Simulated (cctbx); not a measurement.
# ZrNiRu with cctbx, script by script

Library: cctbx 2025.11. The data are simulated by the first script.

## 1. Simulate the data

run.py:

```python
from cctbx import adptbx, crystal, miller, sgtbx, xray
from cctbx.array_family import flex
from iotbx.shelx import hklf
from scitbx import matrix
import scitbx.random

cs = crystal.symmetry(unit_cell=(5.084, 8.336, 5.115, 90, 118.63, 90), space_group_symbol='Hall: P -2y')  # Pm
atoms = [  # label, site, U (iso, or U11 U22 U33 U12 U13 U23 in A^2), occupancy
    ("Ru1", (0.8312, 0, 0.1675), (0.0195, 0.0130, 0.0113, 0.0000, 0.0073, 0.0000), 1),
    ("Ru2", (0.3392, 0, 0.1651), (0.0082, 0.0085, 0.0087, 0.0000, 0.0040, 0.0000), 1),
    ("Ru3", (0.8335, 0, 0.6547), (0.0184, 0.0229, 0.0149, 0.0000, 0.0114, 0.0000), 1),
    ("Ru4", (0.1403, 0.5, 0.8621), (0.0125, 0.0135, 0.0137, 0.0000, 0.0076, 0.0000), 1),
    ("Zr1", (0.6744, 0.6783, 0.3182), (0.0124, 0.0124, 0.0116, 0.0005, 0.0059, -0.0005), 1),
    ("Zr2", (0.3461, 0.7886, 0.6657), (0.0126, 0.0119, 0.0126, 0.0006, 0.0054, 0.0009), 1),
    ("Ni1", (0.6471, 0.5, 0.839), (0.0093, 0.0108, 0.0147, 0.0000, 0.0083, 0.0000), 1),
    ("Ni2", (0.1577, 0.5, 0.3694), (0.0221, 0.0130, 0.0151, 0.0000, 0.0105, 0.0000), 1),
    ("Ni3", (0.0045, 0.7446, 0.0006), (0.0110, 0.0127, 0.0078, -0.0003, 0.0039, -0.0007), 1),
]
xs = xray.structure(crystal_symmetry=cs)
for label, site, u, occ in atoms:
    u = adptbx.u_cif_as_u_star(cs.unit_cell(), u) if isinstance(u, tuple) else u
    xs.add_scatterer(xray.scatterer(label, site=site, u=u, occupancy=occ))
xs.set_inelastic_form_factors(1.54184, "sasaki")
xs.show_summary()
p1 = xs.expand_to_p1()
ms = miller.build_set(p1, anomalous_flag=True, d_min=0.83)
flex.set_random_seed(875515)
scitbx.random.set_random_seed(875515)
ms = ms.select(flex.random_double(ms.size()) < 0.7)
i = ms.structure_factors_from_scatterers(p1, algorithm="direct").f_calc().as_intensity_array().data()
i = i * 20000 / flex.max(i)
sig = flex.sqrt(i + flex.pow2(0.06 * i) + 8 ** 2)
noise = scitbx.random.variate(scitbx.random.normal_distribution())(i.size())
data = ms.array(data=i + sig * noise, sigmas=sig).set_observation_type_xray_intensity()
with open("data.hkl", "w") as f:
    data.export_as_shelx_hklf(f)
print("reflections written:", data.size(), " <I/sigma> = %.1f" % flex.mean(data.data() / data.sigmas()))
for h, a, b in list(data.sort("data"))[:12]:
    print("%4d%4d%4d %9.1f %7.1f" % (h + (a, b)))
```

```console
$ python run.py
```

```text
Number of scatterers: 9
At special positions: 6
Unit cell: (5.084, 8.336, 5.115, 90, 118.63, 90)
Space group: P 1 m 1 (No. 6)
reflections written: 964  <I/sigma> = 12.3
  -2   0  -2   19608.8  1208.3
   0   4   0   18521.5  1135.9
   0  -4   0   17512.1  1135.9
   2   0  -4   17308.8   983.5
  -2   0   4   16691.0   990.3
  -1   2   2   14527.7   800.1
   0   1  -2   13826.7   854.8
  -2  -5   0   13575.8   739.0
   2  -1   0   13502.8   844.4
   1   2  -2   13499.7   802.4
  -2   5   0   13420.3   739.0
  -2  -2   1   13149.1   830.1
```

Run time: 0.34 s on 1 thread of Arm Neoverse V1 (shared host), peak memory 0.07 GiB.

## 2. Refinement (right model, isotropic)

run.py:

```python
import math
from cctbx import adptbx, crystal, maptbx, sgtbx, xray
from cctbx.array_family import flex
from cctbx.xray import observations
from iotbx.shelx import hklf
from scitbx.lstbx import normal_eqns_solving
from smtbx import absolute_structure, utils
from smtbx.refinement import constraints, least_squares

cs = crystal.symmetry(unit_cell=(5.084, 8.336, 5.115, 90, 118.63, 90), space_group_symbol='Hall: P -2y')  # Pm
atoms = [  # label, site, U (iso, or U11 U22 U33 U12 U13 U23 in A^2), occupancy
    ("Ru1", (0.8248, 0, 0.1595), 0.0200, 1),
    ("Ru2", (0.3283, 0, 0.1632), 0.0200, 1),
    ("Ru3", (0.8519, 0, 0.6567), 0.0200, 1),
    ("Ru4", (0.136, 0.5, 0.8546), 0.0200, 1),
    ("Zr1", (0.6831, 0.6793, 0.3241), 0.0200, 1),
    ("Zr2", (0.349, 0.7828, 0.6702), 0.0200, 1),
    ("Ni1", (0.6533, 0.5, 0.8354), 0.0200, 1),
    ("Ni2", (0.1588, 0.5, 0.3752), 0.0200, 1),
    ("Ni3", (0.0149, 0.7374, -0.0021), 0.0200, 1),
]
xs = xray.structure(crystal_symmetry=cs)
for label, site, u, occ in atoms:
    u = adptbx.u_cif_as_u_star(cs.unit_cell(), u) if isinstance(u, tuple) else u
    xs.add_scatterer(xray.scatterer(label, site=site, u=u, occupancy=occ))
xs.set_inelastic_form_factors(1.54184, "sasaki")
raw = hklf.reader(file_name="data.hkl").as_miller_arrays(crystal_symmetry=cs, anomalous=True)[0]
merged = raw.eliminate_sys_absent().merge_equivalents()
fo2 = merged.array().set_observation_type_xray_intensity()
print("Rint %.3f, %d unique reflections to %.2f A" % (merged.r_int(), fo2.size(), fo2.d_min()))
for sc in xs.scatterers():
    sc.flags.set_grad_site(True)
    sc.flags.set_grad_u_aniso(sc.flags.use_u_aniso())
    sc.flags.set_grad_u_iso(sc.flags.use_u_iso())
obs = fo2.as_xray_observations()
extra = {}
rep = constraints.reparametrisation(xs, [], utils.connectivity_table(xs), **extra)
ls = least_squares.crystallographic_ls(obs, rep, weighting_scheme=least_squares.mainstream_shelx_weighting(a=0, b=0))
print("cycle     R1     wR2    GooF  max shift (A)")
for cycle in range(8):
    ls.build_up()
    r1, wr2, goof = ls.r1_factor(cutoff_factor=2)[0], ls.wR2(), ls.goof()
    old = xs.sites_cart()
    normal_eqns_solving.levenberg_marquardt_iterations(ls, n_max_iterations=3, tau=1e-06, step_threshold=1e-7)
    big = flex.max((xs.sites_cart() - old).norms())
    print("%4d %7.4f %7.4f %7.3f %9.5f" % (cycle + 1, r1, wr2, goof, big))
    ls.build_up(objective_only=True)
    if abs(ls.wR2() - wr2) < 5e-5 and big < 5e-4:
        break
ls.build_up()
print("final R1 %.4f wR2 %.4f GooF %.3f  parameters %d  data/parameter %.1f" % (ls.r1_factor(cutoff_factor=2)[0], ls.wR2(), ls.goof(), ls.n_parameters, fo2.size() / ls.n_parameters))
cov = ls.covariance_matrix_and_annotations()
su = dict(zip(cov.annotations, (math.sqrt(max(v, 0)) for v in cov.matrix.matrix_packed_u_diagonal())))
a2 = cs.unit_cell().reciprocal_parameters()[0] ** -2
print("atom        x        y        z      Ueq    occ   su(xyz)  su(Uiso or U11)")
for sc in xs.scatterers():
    s = max(su.get(sc.label + k, 0) for k in (".x", ".y", ".z"))
    npd = "" if sc.is_positive_definite_u(cs.unit_cell()) else "  NPD"
    print("%-5s %8.5f %8.5f %8.5f %8.4f %6.3f %8.5f %7.4f%s" % ((sc.label,) + sc.site + (sc.u_iso_or_equiv(cs.unit_cell()), sc.occupancy, s, su.get(sc.label + ".uiso", su.get(sc.label + ".u11", 0) * a2), npd)))
fo = fo2.f_sq_as_f()
fc = fo.structure_factors_from_scatterers(xs, algorithm="direct").f_calc()
diff = fo.f_obs_minus_f_calc(1 / math.sqrt(ls.scale_factor()), fc).average_bijvoet_mates()
m = diff.fft_map(symmetry_flags=maptbx.use_space_group_symmetry, resolution_factor=0.25).apply_volume_scaling()
print("difference map: max %.2f min %.2f rms %.2f" % (m.statistics().max(), m.statistics().min(), m.statistics().sigma()))
peaks = m.peak_search(parameters=maptbx.peak_search_parameters(min_distance_sym_equiv=0.6, max_clusters=6)).all()
near = xs.closest_distances(peaks.sites(), distance_cutoff=4)
sps = cs.special_position_settings(min_distance_sym_equiv=0.5)
for k, (x, h) in enumerate(zip(peaks.sites(), peaks.heights())):
    ss = sps.site_symmetry(x)
    print("Q%-3d %7.4f %7.4f %7.4f %4d %7.2f  %.2f A from %s" % ((k + 1,) + tuple(t % 1 for t in ss.exact_site()) + (ss.multiplicity(), h, near.smallest_distances[k], xs.scatterers()[near.i_seqs[k]].label)))
```

```console
$ python run.py
```

```text
Rint 0.034, 659 unique reflections to 0.83 A
cycle     R1     wR2    GooF  max shift (A)
   1  0.1361  0.3807   5.847   0.07565
   2  0.0326  0.0877   1.346   0.00022
final R1 0.0326 wR2 0.0877 GooF 1.346  parameters 30  data/parameter 22.0
atom        x        y        z      Ueq    occ   su(xyz)  su(Uiso or U11)
Ru1    0.83304  0.00000  0.16681   0.0154  1.000  0.00033  0.0004
Ru2    0.34070  0.00000  0.16361   0.0088  1.000  0.00031  0.0003
Ru3    0.83591  0.00000  0.65390   0.0176  1.000  0.00036  0.0004
Ru4    0.14247  0.50000  0.86144   0.0130  1.000  0.00030  0.0004
Zr1    0.67656  0.67815  0.31704   0.0121  1.000  0.00029  0.0003
Zr2    0.34819  0.78860  0.66421   0.0130  1.000  0.00032  0.0003
Ni1    0.64810  0.50000  0.83801   0.0118  1.000  0.00074  0.0007
Ni2    0.15953  0.50000  0.36861   0.0177  1.000  0.00082  0.0008
Ni3    0.00688  0.74471 -0.00056   0.0107  1.000  0.00057  0.0005
difference map: max 2.00 min -3.16 rms 0.35
Q1    0.7561  0.0385  0.5971    2    2.01  0.49 A from Ru3
Q2    0.7196  0.0000  0.1349    1    1.92  0.52 A from Ru1
Q3    0.9241  0.0000  0.7234    1    1.85  0.42 A from Ru3
Q4    0.9475  0.0000  0.1787    1    1.80  0.56 A from Ru1
Q5    0.2742  0.5000  0.4082    1    1.78  0.52 A from Ni2
Q6    0.0767  0.5000  0.3025    1    1.40  0.39 A from Ni2
```

Time: 0.69 s.

## 3. Refinement (right model, anisotropic)

run.py, as its changes from the last script of this kind:

```diff
@@ -12,9 +12,9 @@
-    ("Ru1", (0.8248, 0, 0.1595), 0.0200, 1),
-    ("Ru2", (0.3283, 0, 0.1632), 0.0200, 1),
-    ("Ru3", (0.8519, 0, 0.6567), 0.0200, 1),
-    ("Ru4", (0.136, 0.5, 0.8546), 0.0200, 1),
-    ("Zr1", (0.6831, 0.6793, 0.3241), 0.0200, 1),
-    ("Zr2", (0.349, 0.7828, 0.6702), 0.0200, 1),
-    ("Ni1", (0.6533, 0.5, 0.8354), 0.0200, 1),
-    ("Ni2", (0.1588, 0.5, 0.3752), 0.0200, 1),
-    ("Ni3", (0.0149, 0.7374, -0.0021), 0.0200, 1),
+    ("Ru1", (0.83304, 0, 0.16681), 0.0154, 1),
+    ("Ru2", (0.3407, 0, 0.16361), 0.0088, 1),
+    ("Ru3", (0.83591, 0, 0.6539), 0.0176, 1),
+    ("Ru4", (0.14247, 0.5, 0.86144), 0.0130, 1),
+    ("Zr1", (0.67656, 0.67815, 0.31704), 0.0121, 1),
+    ("Zr2", (0.34819, 0.7886, 0.66421), 0.0130, 1),
+    ("Ni1", (0.6481, 0.5, 0.83801), 0.0118, 1),
+    ("Ni2", (0.15953, 0.5, 0.36861), 0.0177, 1),
+    ("Ni3", (0.00688, 0.74471, -0.00056), 0.0107, 1),
@@ -26,0 +27 @@
+xs.convert_to_anisotropic()
@@ -59,0 +61,4 @@
+fc = fo2.structure_factors_from_scatterers(xs, algorithm="direct").f_calc()
+absolute_structure.flack_analysis(xs, fo2.as_xray_observations()).show()
+h = absolute_structure.hooft_analysis(fo2, fc, scale_factor=ls.scale_factor())
+print("Hooft y: %.3f(%.0f)  Bijvoet pairs: %d" % (h.hooft_y, 1000 * h.sigma_y, h.n_bijvoet_pairs))
```

```console
$ python run.py
```

```text
Rint 0.034, 659 unique reflections to 0.83 A
cycle     R1     wR2    GooF  max shift (A)
   1  0.0326  0.0877   1.383   0.00566
   2  0.0248  0.0615   0.971   0.00001
final R1 0.0248 wR2 0.0615 GooF 0.971  parameters 63  data/parameter 10.5
atom        x        y        z      Ueq    occ   su(xyz)  su(Uiso or U11)
Ru1    0.83342  0.00000  0.16663   0.0150  1.000  0.00026  0.0006
Ru2    0.34104  0.00000  0.16388   0.0090  1.000  0.00024  0.0005
Ru3    0.83519  0.00000  0.65402   0.0180  1.000  0.00028  0.0006
Ru4    0.14247  0.50000  0.86128   0.0127  1.000  0.00023  0.0006
Zr1    0.67610  0.67828  0.31692   0.0121  1.000  0.00022  0.0005
Zr2    0.34823  0.78856  0.66445   0.0128  1.000  0.00025  0.0004
Ni1    0.64929  0.50000  0.83819   0.0121  1.000  0.00057  0.0012
Ni2    0.16009  0.50000  0.36861   0.0167  1.000  0.00063  0.0014
Ni3    0.00598  0.74454 -0.00111   0.0109  1.000  0.00043  0.0008
Flack x: -0.01(2)
Hooft y: -0.015(26)  Bijvoet pairs: 288
difference map: max 0.95 min -1.07 rms 0.25
Q1    0.7213  0.4264  0.5580    2    0.96  1.44 A from Zr1
Q2    0.1820  0.3531  0.8433    2    0.90  1.25 A from Ru4
Q3    0.1129  0.5000  0.2924    1    0.87  0.35 A from Ni2
Q4    0.5339  0.0608  0.2273    2    0.81  1.01 A from Ru2
Q5    0.5946  0.5000  0.0443    1    0.78  1.21 A from Ni1
Q6    0.0575  0.0807  0.2495    2    0.77  1.21 A from Ru1
```

Time: 0.84 s.

## 4. Refinement

run.py, as its changes from the last script of this kind:

```diff
@@ -20 +19,0 @@
-    ("Ni3", (0.00688, 0.74471, -0.00056), 0.0107, 1),
@@ -41 +40 @@
-for cycle in range(8):
+for cycle in range(12):
@@ -61,4 +59,0 @@
-fc = fo2.structure_factors_from_scatterers(xs, algorithm="direct").f_calc()
-absolute_structure.flack_analysis(xs, fo2.as_xray_observations()).show()
-h = absolute_structure.hooft_analysis(fo2, fc, scale_factor=ls.scale_factor())
-print("Hooft y: %.3f(%.0f)  Bijvoet pairs: %d" % (h.hooft_y, 1000 * h.sigma_y, h.n_bijvoet_pairs))
```

```console
$ python run.py
```

```text
Rint 0.034, 659 unique reflections to 0.83 A
cycle     R1     wR2    GooF  max shift (A)
   1  0.2544  0.5411   8.473   0.06083
   2  0.2241  0.4533   7.098   0.00403
   3  0.2241  0.4527   7.089   0.00285
   4  0.2238  0.4526   7.087   0.00130
   5  0.2239  0.4525   7.086   0.00094
   6  0.2238  0.4525   7.086   0.00071
   7  0.2238  0.4525   7.086   0.00055
   8  0.2238  0.4525   7.086   0.00043
final R1 0.2238 wR2 0.4525 GooF 7.086  parameters 54  data/parameter 12.2
atom        x        y        z      Ueq    occ   su(xyz)  su(Uiso or U11)
Ru1    0.83764  0.00000  0.16901   0.0058  1.000  0.00242  0.0055  NPD
Ru2    0.33995  0.00000  0.16956  -0.0028  1.000  0.00202  0.0042  NPD
Ru3    0.83224  0.00000  0.65551   0.0050  1.000  0.00231  0.0052  NPD
Ru4    0.13986  0.50000  0.86229  -0.0012  1.000  0.00202  0.0045  NPD
Zr1    0.67629  0.68040  0.31909  -0.0021  1.000  0.00199  0.0038  NPD
Zr2    0.35069  0.78306  0.66062   0.0032  1.000  0.00194  0.0042  NPD
Ni1    0.65090  0.50000  0.82759  -0.0006  1.000  0.00498  0.0096  NPD
Ni2    0.15817  0.50000  0.35598   0.0002  1.000  0.00504  0.0118  NPD
difference map: max 52.00 min -13.96 rms 4.48
Q1    0.0016  0.2515  0.0004    2   52.68  2.40 A from Ru4
Q2    0.6748  0.3174  0.3236    2   36.80  0.03 A from Zr1
Q3    0.1570  0.5000  0.8616    1   33.82  0.09 A from Ru4
Q4    0.8309  0.0000  0.1648    1   31.31  0.03 A from Ru1
Q5    0.3460  0.2126  0.6667    2   29.11  0.06 A from Zr2
Q6    0.3374  0.0000  0.1541    1   28.66  0.07 A from Ru2
```

Time: 1.6 s.

This run holds a fault made on purpose: atom left out: Ni3.

## 5. Refinement

run.py, as its changes from the last script of this kind:

```diff
@@ -15 +15 @@
-    ("Ru4", (0.14247, 0.5, 0.86144), 0.0130, 1),
+    ("Sm1", (0.14247, 0.5, 0.86144), 0.0130, 1),
@@ -19,0 +20 @@
+    ("Ni3", (0.00688, 0.74471, -0.00056), 0.0107, 1),
```

```console
$ python run.py
```

```text
Rint 0.034, 659 unique reflections to 0.83 A
cycle     R1     wR2    GooF  max shift (A)
   1  0.1212  0.3181   5.018   0.00878
   2  0.0810  0.2142   3.380   0.00059
   3  0.0810  0.2142   3.380   0.00002
final R1 0.0810 wR2 0.2142 GooF 3.380  parameters 63  data/parameter 10.5
atom        x        y        z      Ueq    occ   su(xyz)  su(Uiso or U11)
Ru1    0.83389  0.00000  0.16639   0.0098  1.000  0.00090  0.0020
Ru2    0.34099  0.00000  0.16373   0.0048  1.000  0.00087  0.0017
Ru3    0.83422  0.00000  0.65389   0.0134  1.000  0.00100  0.0020
Sm1    0.14227  0.50000  0.86138   0.0267  1.000  0.00076  0.0022
Zr1    0.67628  0.67712  0.31722   0.0072  1.000  0.00080  0.0016
Zr2    0.34828  0.78939  0.66386   0.0073  1.000  0.00090  0.0015
Ni1    0.64917  0.50000  0.83765   0.0071  1.000  0.00191  0.0046
Ni2    0.16142  0.50000  0.37013   0.0137  1.000  0.00225  0.0053
Ni3    0.00666  0.74389 -0.00031   0.0049  1.000  0.00150  0.0029
difference map: max 6.48 min -4.00 rms 0.88
Q1    0.1427  0.5000  0.8584    1    7.18  0.02 A from Sm1
Q2    0.6673  0.3077  0.3079    2    5.59  0.13 A from Zr1
Q3    0.8326  0.0000  0.6568    1    5.53  0.02 A from Ru3
Q4    0.3423  0.0000  0.1611    1    5.36  0.02 A from Ru2
Q5    0.3546  0.2149  0.6790    2    5.24  0.08 A from Zr2
Q6    0.6522  0.5000  0.8618    1    4.58  0.12 A from Ni1
```

Time: 1.1 s.

This run holds a fault made on purpose: wrong element: Sm1 is Ru.

## 6. Refinement

run.py, as its changes from the last script of this kind:

```diff
@@ -15 +15 @@
-    ("Sm1", (0.14247, 0.5, 0.86144), 0.0130, 1),
+    ("Ru4", (0.14247, 0.5, 0.86144), 0.0130, 1),
@@ -20,0 +21 @@
+    ("Ni4", (0.847, 0.651, 0.324), 0.0300, 1),
@@ -27 +27,0 @@
-xs.convert_to_anisotropic()
```

```console
$ python run.py
```

```text
Rint 0.034, 659 unique reflections to 0.83 A
cycle     R1     wR2    GooF  max shift (A)
   1  0.1857  0.4864   7.494   0.32599
   2  0.0721  0.2232   3.438   0.51505
   3  0.0532  0.1737   2.676   0.39521
   4  0.0450  0.1446   2.228   0.30276
   5  0.0413  0.1276   1.966   0.25578
   6  0.0394  0.1164   1.794   0.19689
   7  0.0381  0.1098   1.692   0.13523
   8  0.0376  0.1063   1.637   0.08774
   9  0.0373  0.1044   1.608   0.05799
  10  0.0370  0.1032   1.590   0.04225
  11  0.0368  0.1023   1.577   0.03558
  12  0.0366  0.1017   1.566   0.03387
final R1 0.0364 wR2 0.1011 GooF 1.557  parameters 34  data/parameter 19.4
atom        x        y        z      Ueq    occ   su(xyz)  su(Uiso or U11)
Ru1    0.85396  0.00000  0.16072   0.0147  1.000  0.00099  0.0004
Ru2    0.36210  0.00000  0.15752   0.0081  1.000  0.00101  0.0004
Ru3    0.85689  0.00000  0.64757   0.0170  1.000  0.00103  0.0004
Ru4    0.16385  0.50000  0.85543   0.0124  1.000  0.00100  0.0004
Zr1    0.69783  0.67799  0.31070   0.0115  1.000  0.00099  0.0004
Zr2    0.36950  0.78871  0.65801   0.0123  1.000  0.00102  0.0003
Ni1    0.66829  0.50000  0.83166   0.0113  1.000  0.00126  0.0008
Ni2    0.18093  0.50000  0.36333   0.0170  1.000  0.00135  0.0009
Ni3    0.02787  0.74454 -0.00644   0.0098  1.000  0.00113  0.0006
Ni4    0.48845  0.75519  0.42766   0.6591  1.000  0.01589  0.0406
difference map: max 2.39 min -3.00 rms 0.43
Q1    0.7823  0.0362  0.5967    2    2.47  0.46 A from Ru3
Q2    0.9555  0.0000  0.7250    1    2.33  0.47 A from Ru3
Q3    0.3025  0.5000  0.4030    1    2.22  0.55 A from Ni2
Q4    0.7473  0.0000  0.1336    1    2.22  0.49 A from Ru1
Q5    0.9556  0.0000  0.1676    1    2.05  0.50 A from Ru1
Q6    0.1056  0.5000  0.3005    1    1.80  0.36 A from Ni2
```

It took 2.2 s on 1 thread of Arm Neoverse V1 (shared host), peak memory 0.09 GiB.

This run holds a fault made on purpose: spurious atom: Ni4.

[Logs are printed without paths, hosts, clocks, repeated set-up lines and the standing remarks that a program may print on its own settings, such as how far it seeks lower states.]
